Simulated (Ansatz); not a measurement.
The compound is MnTl2Cl6 (started from the K2PtCl6 type) (Fm-3m).

The structure was built from a prototype and need not be the compound's stable phase.

It takes space group Fm-3m (No. 225, cubic). Conventional cell: a = 9.427 Å, b = 9.427 Å, c = 9.427 Å, α = 90.00°, β = 90.00°, γ = 90.00°. Tl has 12 Cl at 3.34 Å nearest. Nearest to Mn lie 6 Cl at 2.23 Å. Cl has 1 Mn at 2.23 Å nearest. Farther neighbours and most contacts between anions are not listed.

```xyz
9
Lattice="0.0000 4.7136 4.7136 4.7136 0.0000 4.7136 4.7136 4.7136 0.0000" Properties=species:S:1:pos:R:3 pbc="T T T"
Tl    2.3568    2.3568    2.3568
Tl    7.0703    7.0703    7.0703
Mn    0.0000    0.0000    0.0000
Cl    4.7136    4.7136    2.2280
Cl    4.7136    4.7136    7.1991
Cl    4.7136    2.2280    4.7136
Cl    4.7136    7.1991    4.7136
Cl    2.2280    4.7136    4.7136
Cl    7.1991    4.7136    4.7136
```

The structure was relaxed with PBEsol. The structure type comes from a generator and need not be one that this composition takes. The structure was generated from a model, not taken from a measurement. The runs that relaxed it are not among those shown. The program's search for lower electronic states was switched off, so nothing shows that the state found is the lowest. Spin-orbit coupling is left out unless a run names it. PAW set soft_2, made with PBE.

A constrained-RPA run (Ansatz 0.2.0; non-magnetic PBEsol; Mn t2g, bands v2 to c1, 2×2×2 mesh, medium accuracy) builds 3 functions on bands 0.61 eV wide, with 3.0 electrons in the window. The bare on-site interaction is 15.3 eV and the bare J 0.50 eV.

Estimate U, U′ and J.

On the Mn t2g shell, U = 2.37 eV (16 % of the bare value), U′ = 1.62 eV, J = 0.34 eV.

The parent state is non-magnetic and the interaction static (zero frequency); U depends on the window and the orbitals, so it belongs to this model alone. Spin-orbit coupling, which is strong for atoms this heavy, is left out. Coarse meshes can leave U off its limit, most where the target bands are metallic.

[Paths, hosts, dates, memory and timing lines, banners, echoed tables and standing remarks are left out of the program output.]

[Logs are printed without paths, hosts, clocks, repeated set-up lines and the standing remarks that a program may print on its own settings, such as how far it seeks lower states.]

[Runs of the session that timed out or met a known fault of the program may be left out.]

[Hosts, paths, dates, database ids (printed as entryN), source tags and the programs' standing remarks are cut or masked in the printed files.]
